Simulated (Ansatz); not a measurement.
## MgNi3C (Pm-3m): phonons and vibrational spectra

Aim: the phonons of MgNi3C (Pm-3m) at a cell relaxed beforehand at this level. After the zone centre comes a 2×2×2 q mesh on a 12×12×12 k mesh.

Main program and level: Ansatz 0.2.0; DFT PBEsol, scalar-relativistic, plane waves, PAW; PAW set soft_1.

### Step 1. Starting point

It takes space group Pm-3m (No. 221, cubic). Conventional cell: a = 3.772 Å, b = 3.772 Å, c = 3.772 Å, α = 90.00°, β = 90.00°, γ = 90.00°. Nearest to Mg lie 12 Ni at 2.67 Å. Ni has 2 C at 1.89 Å and 8 Ni at 2.67 Å and 4 Mg at 2.67 Å nearest. Nearest to C lie 6 Ni at 1.89 Å. Farther neighbours are not listed.

Coordinates:

```cif
data_structure
_symmetry_space_group_name_H-M 'Pm-3m'
_symmetry_Int_Tables_number 221
_cell_length_a 3.7719
_cell_length_b 3.7719
_cell_length_c 3.7719
_cell_angle_alpha 90.000
_cell_angle_beta 90.000
_cell_angle_gamma 90.000
_cell_volume 53.67
loop_
_atom_site_label
_atom_site_type_symbol
_atom_site_symmetry_multiplicity
_atom_site_Wyckoff_symbol
_atom_site_fract_x
_atom_site_fract_y
_atom_site_fract_z
_atom_site_occupancy
Mg1 Mg 1 a 0.00000 0.00000 0.00000 1
Ni1 Ni 3 c 0.00000 0.50000 0.50000 1
C1 C 1 b 0.50000 0.50000 0.50000 1
```

### Step 2. Modes at Γ

The cell comes from relaxations at this level that are not shown. The zone centre comes first: it holds the modes that light can see, as far as symmetry allows. No field response is asked, since the mesh shows no gap.

Input file input.yaml:

```yaml
crystal:
  lattice:
    - [3.7719346199, 0.0, 0.0]
    - [0.0, 3.7719346199, 0.0]
    - [0.0, 0.0, 3.7719346199]
  atoms:
    - { symbol: Mg, position: [0.0, 0.0, 0.0] }
    - { symbol: Ni, position: [0.0, 0.5, 0.5] }
    - { symbol: Ni, position: [0.5, 0.0, 0.5] }
    - { symbol: Ni, position: [0.5, 0.5, 0.0] }
    - { symbol: C, position: [0.5, 0.5, 0.5] }
kpoints:
  mp_grid: { grid: [12, 12, 12] }
hamiltonian:
  xc: pbesol
  pseudopotentials: { kind: paw, azcp: { folder: soft_1 }, xc_functional: pbe }
scf:
  occupations: { method: methfessel_paxton, width: 0.2 }
output:
  eigenvalues: true
phonons:
  method: dfpt
```

Started as:

```
> ansatz run input.yaml --threads 4 --pin off --max-ram 10240MiB --backend cpu --events-out ev --progress --plain --runs-dir out
```

The runs that follow: the dispersion; another isotope, element C, natural mass 12.011 amu; another isotope, element Mg, natural mass 24.305 amu; another isotope, element Ni, natural mass 58.6934 amu. Settings of the main run: cutoff 420 eV, 12×12×12 k-mesh, 2×2×2 q-mesh, Methfessel-Paxton occupations, smearing width 0.2 eV, PAW set soft 1.

**Question.** What will these runs give for the highest optical mode at the zone centre and lowest optical zone-centre mode?

No mode is imaginary at the 4 irreducible wavevectors solved, but between them the interpolated path dips to 34.4i cm⁻¹, so stability is not settled. The optical modes at Γ span 139 to 599 cm⁻¹. The highest mode in this list at Γ, 598.8 cm⁻¹, is mostly motion of C (80 % of the kinetic energy).

```
volume per atom                                         : 10.7 Å³
electronic character                                    : no gap on this mesh
highest optical mode at the zone centre (no LO-TO term) : 599 cm⁻¹
lowest optical zone-centre mode                         : 139 cm⁻¹
lowest mode on the q mesh (acoustic modes at Γ apart)   : 20.1 cm⁻¹
highest frequency on the path or at a solved wavevector : 702 cm⁻¹
imaginary modes on the 2×2×2 q mesh                     : none
```

The interpolated path dips to 34i cm⁻¹ between the solved wavevectors, which may come from the interpolation; a denser q mesh would tell. The q mesh stands for a supercell only 7.5 Å across, so branches between the solved wavevectors are rough. With no gap, or one that is small against the smearing, the frequencies hang on the k mesh and the smearing, most of all near Kohn anomalies. The phonon runs are without spin polarisation, although Ni often carries a moment. The PAW files were made for PBE and serve the other functionals too. These are harmonic frequencies at zero temperature: anharmonic shifts, linewidths and thermal expansion are left out.

[Logs are printed without paths, hosts, clocks, repeated set-up lines and the standing remarks that a program may print on its own settings, such as how far it seeks lower states.]

[Hosts, paths, dates, database ids (printed as entryN), source tags and the programs' standing remarks are cut or masked in the printed files.]
